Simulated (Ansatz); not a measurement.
# Bands, cutoff and cost in G0W0 for GaN (F-43m)

Wanted: a G0W0 gap for GaN (F-43m) that is converged in bands and cutoff, or an estimate of the limit.

Method: G0W0 on PBE, plane waves, PAW, in Ansatz 0.2.0.

## (1) Set-up

The structure is cubic, space group F-43m (No. 216). Conventional cell: a = 4.507 Å, b = 4.507 Å, c = 4.507 Å, α = 90.00°, β = 90.00°, γ = 90.00°. Nearest to Ga lie 4 N at 1.95 Å. N has 4 Ga at 1.95 Å nearest. Farther neighbours and most contacts between anions are not listed.

The cell and positions are those that the Materials Project relaxed with its own functionals (PBE, PBE+U or r2SCAN), kept fixed. This is not the form that GaN usually takes at ambient conditions.

## (2) 95 empty bands, screening to 150 eV

G0W0 replaces the xc potential by the self-energy, built once from these orbitals. Only a window of levels is corrected, while the sums run over the empty bands that the input names. This step takes hard PAW files.

input.yaml

```yaml
crystal:
  lattice:
    - [0.0, 2.2535006075, 2.2535006075]
    - [2.2535006075, 0.0, 2.2535006075]
    - [2.2535006075, 2.2535006075, 0.0]
  atoms:
    - { symbol: Ga, position: [0.0, 0.0, 0.0] }
    - { symbol: "N", position: [0.75, 0.75, 0.75] }
kpoints:
  mp_grid: { grid: [10, 10, 10] }
hamiltonian:
  xc: pbe
  pseudopotentials: { kind: paw, source: ansatz }
scf:
  occupations: { method: fixed }
gw:
  n_empty_bands: 95
  ecut_chi: 150
  qp_bands: [v2, c2]
  qp_kpoints: band_edges
  screening: { model: contour_deformation }
```

Command:

```
$ ansatz run input.yaml --threads 3 --pin off --max-ram 92160MiB --backend cuda --events-out ev --progress --plain --runs-dir out --devices 1 --max-vram 13GiB
```

Numbers of over 12 decimals in the logs are rounded to 6 here.

The log of the run:

```text
GPUs: using 1 of 1 available (devices: 1).
Engine: ansatz 0.2.0, x86_64-unknown-linux-gnu
Pseudopotentials: kind: paw
Pseudopotential: Ga, paw, valence charge 21, recommended cutoff 1020 eV (normal), Ga.paw.azcp
Pseudopotential: N, paw, valence charge 5, recommended cutoff 870 eV (normal), N.paw.azcp
Functional definition: PBE
  parameter kappa = 0.804
  parameter beta = 0.066725
  exchange = pbe_x(kappa = kappa, mu = beta*pi^2/3)
  correlation = pbe_c(beta = beta)
device memory: the entry about to start is reckoned to put 1.3 GiB on a device that reports 60.9 GiB free (of which the cap on the GPU budget leaves the run 13.0 GiB)
GPU FFT provider: cuFFT
GPU libraries: cuBLAS 13.8.2, cuFFT 12.4.0, cuSOLVER 12.3.4
Crystal: 2 atoms, lattice volume = 22.888 Å³
Basis set: ecut = 1020 eV, 1687 PW (Γ)
Bands: 17, of which v1, the nominal top of the filled ones, is band 13 counted from 1 (12 counted from 0)
Symmetry: 24 space group operations
Space group: F-43m (ITA 216), of the structure as read, at distance tolerance 2.8e-5 Å
k-points: 47 of 1000 (time reversal used)
Non-local potential: Ga, projectors of the file, l = 0: 3, l = 1: 3, l = 2: 3, l = 3: 2
Non-local potential: N, projectors of the file, l = 0: 2, l = 1: 2, l = 2: 1, l = 3: 1
PAW form: soft (Blöchl's): semilocal exchange-correlation on the pseudo side does not see the compensation charge
PAW one-centre angular grid: Ga, 590 points (default); XC on 64 Gauss nodes
PAW one-centre angular grid: N, 194 points (default); XC on 64 Gauss nodes
Initial density: superposition of atomic densities (chi_scale 0.1, normalization cell, long waves kept (reshape's long-wave potential 0.00 eV rms))
Initial wavefunctions: pseudopotential atomic-orbital guess
GPU buffer pool allocated for 64000 grid points (all kernels)
GPU transforms: local potential and band sums: pruned to the plane-wave sphere, on 36×36×36
Functional: x = pbe(κ = 0.804, μ = 0.219515), c = pbe(β = 0.066725)
SCF iter   1: F=—  HF=-8799.421917 eV  |F-HF|=—  |Δ(HF+E_count)|=         —  Δρ=1.00e-1  dr2=2.19e0  ethr=3.10e-3  ⟨swp⟩=5.0  Hψ=3667  notcnv=0  defer=90
preconditioner: auto → none  [insulator: Δε(μ)=2.426 eV  Ē_g=19.205 eV  n_scr=8 (ndim 8)  ℏωp=32.9 eV  f_vac=0.000  ε∞_Penn≈3.9]
SCF iter   2: F=—  HF=-8798.967468 eV  |F-HF|=—  |Δ(HF+E_count)|=   4.54e-1  Δρ=5.37e-2  dr2=3.70e-1  ethr=3.10e-3  ⟨swp⟩=3.0  Hψ=1856  notcnv=0  defer=92
SCF iter   3: F=—  HF=-8798.880323 eV  |F-HF|=—  |Δ(HF+E_count)|=   8.71e-2  Δρ=1.86e-2  dr2=3.42e-2  ethr=1.42e-3  ⟨swp⟩=2.8  Hψ=1238  notcnv=0  defer=92
SCF iter   4: F=—  HF=-8798.886201 eV  |F-HF|=—  |Δ(HF+E_count)|=   5.88e-3  Δρ=1.15e-2  dr2=1.03e-2  ethr=1.31e-4  ⟨swp⟩=3.0  Hψ=1544  notcnv=0  defer=92
SCF iter   5: F=—  HF=-8798.883408 eV  |F-HF|=—  |Δ(HF+E_count)|=   2.79e-3  Δρ=1.08e-3  dr2=5.66e-5  ethr=3.97e-5  ⟨swp⟩=3.2  Hψ=1411  notcnv=0  defer=92
SCF iter   6: F=—  HF=-8798.883441 eV  |F-HF|=—  |Δ(HF+E_count)|=   3.29e-5  Δρ=1.79e-4  dr2=3.82e-6  ethr=2.18e-7  ⟨swp⟩=2.0  Hψ=1237  notcnv=0  defer=92
SCF iter   7: F=-8798.883441 eV  HF=-8798.883441 eV  |F-HF|=1.98e-8  |Δ(HF+E_count)|=   3.47e-7  Δρ=2.44e-5  dr2=5.04e-8  ethr=3.85e-10  ⟨swp⟩=6.1  Hψ=4326  notcnv=0
SCF 1 converged in 7 iterations: F = -8798.883441 eV  dr2 = 5.04e-8
  greatest PAW one-centre occupation: 0.995 electrons in one spin orbital (limit 2), on the Ga atom at site 0 (counted from 0), in its partial waves of l = 0
device memory: the entry about to start is reckoned to put 1.5 GiB (of the 1.6 GiB reckoned in all, the device holds 0.1 GiB already) on a device that reports 60.8 GiB free (of which the cap on the GPU budget leaves the run 12.9 GiB)
NSCF: frozen V_eff on 47 k-points, pencils in batches of 32, up to order 68
the band table was solved once the SCF had ended and its energy, with any forces and stress, was formed, with the checks that follow a solve (5070 applications of the Hamiltonian). They found nothing against the state; the energy, forces and stress were not computed again (output.eigenvalues in the input reference)
device memory: the entry about to start is reckoned to put 3.9 GiB on a device that reports 60.9 GiB free (of which the cap on the GPU budget leaves the run 13.0 GiB)
NSCF: frozen V_eff on 47 k-points
G₀W₀ screening: q 1/47
[... further progress lines ...]
device memory: the entry about to start is reckoned to put 0.4 GiB on a device that reports 54.6 GiB free (of which the cap on the GPU budget leaves the run 13.0 GiB)
NSCF: frozen V_eff on 1 k-points
device memory: the entry about to start is reckoned to put 0.4 GiB on a device that reports 54.6 GiB free (of which the cap on the GPU budget leaves the run 13.0 GiB)
NSCF: frozen V_eff on 1 k-points
SCF converged after 7 iterations
Free energy (F): -8798.883441 eV
Harris-Foulkes:  -8798.883441 eV  (|F-HF|=1.98e-8)
Internal energy: -8798.883441 eV  (E = F + TS)
E sigma→0 (E₀):  -8798.883441 eV
Fermi energy:    11.048649 eV
--- Per-component energies (eV) ---
  E_band       = -732.887833
  E_kinetic    = 953.837523
  E_local      = -8776.128419  (includes V_loc(G=0)·N_el)
  E_nonlocal   = 1825.967934
  E_hartree    = 3299.251458
  E_xc         = -232.235360
  E_vxc        = -298.226687  (∫ρ·V_xc dr)
  E_paw        = -2187.472554  (= ΣΔE_a)
  E_vpaw       = -1036.834002  (= ΣTr[D̂ρ^β])
  E_aug_tail   = 0.000120  (compensation charges beyond the density's cutoff)
  E_ewald      = -3682.104142
  E_smearing   = -0.000000  (= −TS)
  E_closure    = 0.000000  (closes the sum)
  Σ components = -8798.883441   (vs F -8798.883441, Δ=0.00e0)
--- Band table (eV; the first three rows and the last of 47) ---
  k-point 0: bands = [... 9 lower, -2.1281, 11.0486, 11.0486, 11.0486, 12.7823, 21.3634, 21.3634, 21.3634]
  k-point 1: bands = [... 9 lower, -2.1294, 9.9512, 10.9422, 10.9422, 13.6385, 20.8652, 21.5266, 21.5266]
  k-point 2: bands = [... 9 lower, -2.1281, 8.1421, 10.6805, 10.6805, 14.7184, 20.0854, 21.7878, 21.7878]
  k-point 46: bands = [... 9 lower, -0.1736, 5.3020, 7.4626, 7.4924, 16.8784, 19.2526, 21.7786, 22.2416]
--- G₀W₀: contour deformation, 7 samples at zero and on the imaginary axis and 4 off it, 1000 q-points, 95 empty bands' worth ---
  eigenvalues of the whole cell's RPA ε∞ on this k-mesh (on a slab, of 1 + 4πα/V) = 5.7572, 5.7572, 5.7572; static W/v taken at q = 0 is 0.173696
  bands read: the sum over 108 bands ends inside a degenerate multiplet in 4 slots, whose members it reads at an even weight; the widest, k=1: bands 108 to 109 (counted from 1) at 1/2 each
  gw.qp_kpoints: band_edges: 18 of 47 stored k-points solved, in 1 pass; an edge of the gap read off the rows below is read off those points alone
    valence top: of the k-points left out ik 7 came nearest to being solved in a further pass, in band 13 (counted from 1, as in the quasiparticle table): it holds the edge there only if its correction is more favourable than any solved in that band by at least 0.537 eV; those differ by 0.267 eV
    conduction bottom: of the k-points left out ik 7 came nearest to being solved in a further pass, in band 14 (counted from 1, as in the quasiparticle table): it holds the edge there only if its correction is more favourable than any solved in that band by at least 1.773 eV; those differ by 0.548 eV
    ik  band        ε_KS         Σx   Σc(E_QP)       V_xc       Z   E_QP_lin       E_QP  E_QP is
     0    12     11.0486   -23.8144     2.9238   -20.2669  0.7714    10.4203    10.4249  root
     0    13     11.0486   -23.8144     2.9238   -20.2669  0.7714    10.4203    10.4249  root
     0    14     12.7823   -11.6458    -3.5477   -15.6857  0.8076    13.2762    13.2744  root
     0    15     21.3634    -7.8730    -5.3403   -13.8811  0.7993    22.0380    22.0312  root
     1    12     10.9422   -23.7110     2.9608   -20.1125  0.7711    10.2996    10.3045  root
     1    13     10.9422   -23.7110     2.9608   -20.1125  0.7711    10.2996    10.3045  root
     1    14     13.6385   -12.4083    -3.4535   -16.3746  0.7994    14.1536    14.1514  root
     1    15     20.8652    -8.0000    -5.3270   -13.9997  0.7970    21.5448    21.5379  root
     2    12     10.6805   -23.4531     3.0395   -19.7456  0.7701    10.0067    10.0125  root
     2    13     10.6805   -23.4531     3.0395   -19.7456  0.7701    10.0067    10.0125  root
     2    14     14.7184   -11.4441    -4.0499   -16.1130  0.7967    15.3415    15.3374  root
     2    15     20.0854    -8.4428    -5.3413   -14.4818  0.7897    20.7913    20.7831  root
     3    12     10.3846   -23.1548     3.1143   -19.3438  0.7690     9.6813     9.6878  root
     3    13     10.3846   -23.1548     3.1143   -19.3438  0.7690     9.6813     9.6878  root
     3    14     15.4003   -10.5531    -4.4127   -15.6187  0.8019    16.0581    16.0532  root
     3    15     19.7152    -8.8900    -5.5030   -15.1195  0.7724    20.4505    20.4417  root
     4    12     10.1631   -22.9246     3.1640   -19.0453  0.7680     9.4407     9.4478  root
     4    13     10.1631   -22.9246     3.1640   -19.0453  0.7680     9.4407     9.4478  root
     4    14     15.6529   -10.1908    -4.4903   -15.3260  0.8093    16.3025    16.2978  root
     4    15     19.7253    -8.9999    -5.7331   -15.4585  0.7555    20.4613    20.4508  root
     5    12     10.0821   -22.8381     3.1811   -18.9355  0.7677     9.3533     9.3606  root
     5    13     10.0821   -22.8381     3.1811   -18.9355  0.7677     9.3533     9.3606  root
     5    14     15.6973   -10.1310    -4.4885   -15.2586  0.8120    16.3409    16.3365  root
     5    15     19.7774    -8.9705    -5.8278   -15.5131  0.7496    20.5043    20.4921  root
[...]
43    12      7.9898   -20.4897     3.4906   -16.1257  0.7552     7.1004     7.1164  root
    43    13      8.0209   -21.2565     3.6366   -16.7312  0.7540     7.1157     7.1322  root
    43    14     15.2329    -9.1323    -4.0047   -13.4349  0.8156    15.5317    15.5308  root
    43    15     18.2699   -10.3192    -4.9938   -16.1313  0.7991    19.0977    19.0882  root
    46    12      7.4626   -21.5868     3.8962   -16.7404  0.7467     6.4887     6.5124  root
    46    13      7.4924   -19.6434     3.5112   -15.2413  0.7496     6.5804     6.6015  root
    46    14     16.8784    -9.6528    -4.3691   -14.4742  0.7973    17.3337    17.3307  root
    46    15     19.2526   -11.3063    -5.6476   -18.0088  0.7694    20.3280    20.3074  root
```

Run time: 95 s. Hardware: 1 × NVIDIA H100 80GB HBM3 (shared by 6 runs) with 3 threads of AMD EPYC 7R13 (Zen 3), shared host; peak memory 1.4 GiB; 2.8 min of CPU time.

In the SCF lines HF is the Harris–Foulkes energy and dr2 the Hartree energy of the density residual, in eV; the loop may stop once dr2 is under the threshold and the program's other checks hold. Hψ counts applications of the Hamiltonian.

This step gave:

* bands summed: 108
* RPA ε∞ on this mesh (eigenvalues): 5.757, 5.757, 5.757
* plane waves in the screening matrix: 113
* q-points in the mesh: 1000
* G0W0 gap on the mesh: 2.849 eV
* k of the valence top: 0, 0, 0
* k of the conduction bottom: 0, 0, 0
* starting gap on the mesh: 1.734 eV
* Z at the valence top: 0.7714
* Z at the conduction bottom: 0.8076
* least direct G0W0 gap on the computed points: 2.849 eV

The gap on the mesh goes from 1.73 eV to 2.85 eV, a correction of +1.12 eV. Between the two edge states, bare exchange in place of the xc potential would open the gap by 7.59 eV, and correlation takes back 6.47 eV.

## (3) 205 empty bands, screening to 250 eV

Another rung: the empty bands reach about as high as the screening cutoff, so the two stay in balance.

input.yaml, as its differences from that of step 2:

```diff
@@ -16,4 +16,4 @@
 gw:
-  n_empty_bands: 95
-  ecut_chi: 150
+  n_empty_bands: 205
+  ecut_chi: 250
   qp_bands: [v2, c2]
```

The log of the run:

```text
GPUs: using 1 of 1 available (devices: 1).
[...]
GPU FFT provider: cuFFT
GPU libraries: cuBLAS 13.8.2, cuFFT 12.4.0, cuSOLVER 12.3.4
Crystal: 2 atoms, lattice volume = 22.888 Å³
Basis set: ecut = 1020 eV, 1687 PW (Γ)
Bands: 17, of which v1, the nominal top of the filled ones, is band 13 counted from 1 (12 counted from 0)
Symmetry: 24 space group operations
[...]
k-points: 47 of 1000 (time reversal used)
[...]
GPU buffer pool allocated for 64000 grid points (all kernels)
[...]
SCF iter   1: F=—  HF=-8799.421917 eV  |F-HF|=—  |Δ(HF+E_count)|=         —  Δρ=1.00e-1  dr2=2.19e0  ethr=3.10e-3  ⟨swp⟩=5.0  Hψ=3667  notcnv=0  defer=90
[...]
SCF iter   7: F=-8798.883441 eV  HF=-8798.883441 eV  |F-HF|=1.98e-8  |Δ(HF+E_count)|=   3.47e-7  Δρ=2.44e-5  dr2=5.04e-8  ethr=3.85e-10  ⟨swp⟩=6.1  Hψ=4326  notcnv=0
SCF 1 converged in 7 iterations: F = -8798.883441 eV  dr2 = 5.04e-8
[...]
NSCF: frozen V_eff on 47 k-points, pencils in batches of 32, up to order 68
[...]
NSCF: frozen V_eff on 47 k-points
G₀W₀ screening: q 1/47
[... further progress lines ...]
[...]
SCF converged after 7 iterations
Free energy (F): -8798.883441 eV
[...]
Internal energy: -8798.883441 eV  (E = F + TS)
E sigma→0 (E₀):  -8798.883441 eV
Fermi energy:    11.048649 eV
[...]
--- Band table (eV; the first three rows and the last of 47) ---
  k-point 0: bands = [... 9 lower, -2.1281, 11.0486, 11.0486, 11.0486, 12.7823, 21.3634, 21.3634, 21.3634]
  k-point 1: bands = [... 9 lower, -2.1294, 9.9512, 10.9422, 10.9422, 13.6385, 20.8652, 21.5266, 21.5266]
  k-point 2: bands = [... 9 lower, -2.1281, 8.1421, 10.6805, 10.6805, 14.7184, 20.0854, 21.7878, 21.7878]
  k-point 46: bands = [... 9 lower, -0.1736, 5.3020, 7.4626, 7.4924, 16.8784, 19.2526, 21.7786, 22.2416]
[...]
0    12     11.0486   -23.8144     2.6894   -20.2669  0.7693    10.1811    10.1905  root
     0    13     11.0486   -23.8144     2.6894   -20.2669  0.7693    10.1811    10.1905  root
     0    14     12.7823   -11.6458    -3.7476   -15.6857  0.8065    13.0751    13.0745  root
     0    15     21.3634    -7.8730    -5.4521   -13.8811  0.7994    21.9240    21.9194  root
     1    12     10.9422   -23.7110     2.7289   -20.1125  0.7690    10.0628    10.0727  root
     1    13     10.9422   -23.7110     2.7289   -20.1125  0.7690    10.0628    10.0727  root
     1    14     13.6385   -12.4083    -3.6678   -16.3746  0.7980    13.9378    13.9371  root
     1    15     20.8652    -8.0000    -5.4507   -13.9997  0.7970    21.4188    21.4142  root
[...]
46    12      7.4626   -21.5868     3.7525   -16.7404  0.7452     6.3355     6.3687  root
    46    13      7.4924   -19.6434     3.3632   -15.2413  0.7483     6.4231     6.4535  root
    46    14     16.8784    -9.6528    -4.4984   -14.4742  0.7965    17.2029    17.2014  root
    46    15     19.2526   -11.3063    -5.8799   -18.0088  0.7679    20.0867    20.0752  root
```

Wall time 3.2 min (1 × NVIDIA H100 80GB HBM3 (shared by 6 runs) with 3 threads); peak memory 2 GiB; 6 min of CPU time.

Numbers from this step:

```
bands summed                                 : 218
RPA ε∞ on this mesh (eigenvalues)            : 5.750, 5.750, 5.750
plane waves in the screening matrix          : 181
q-points in the mesh                         : 1000
G0W0 gap on the mesh                         : 2.884 eV
k of the valence top                         : 0, 0, 0
k of the conduction bottom                   : 0, 0, 0
starting gap on the mesh                     : 1.734 eV
Z at the valence top                         : 0.7693
Z at the conduction bottom                   : 0.8065
least direct G0W0 gap on the computed points : 2.884 eV
```

Against the run with 10×10×10 mesh, 95 empty bands, screening to 150 eV, hard PAW files, the gap moves by +0.03 eV.

[end of part 1 of 2]

[Paths, hosts, dates, memory and timing lines, banners, echoed tables and standing remarks are left out of the program output.]

[Logs are printed without paths, hosts, clocks, repeated set-up lines and the standing remarks that a program may print on its own settings, such as how far it seeks lower states.]

[Runs of the session that timed out or met a known fault of the program may be left out.]

[Cells called generated may have been cut or substituted from an entry of the Crystallography Open Database or the Materials Project.]

[Hosts, paths, dates, database ids (printed as entryN), source tags and the programs' standing remarks are cut or masked in the printed files.]
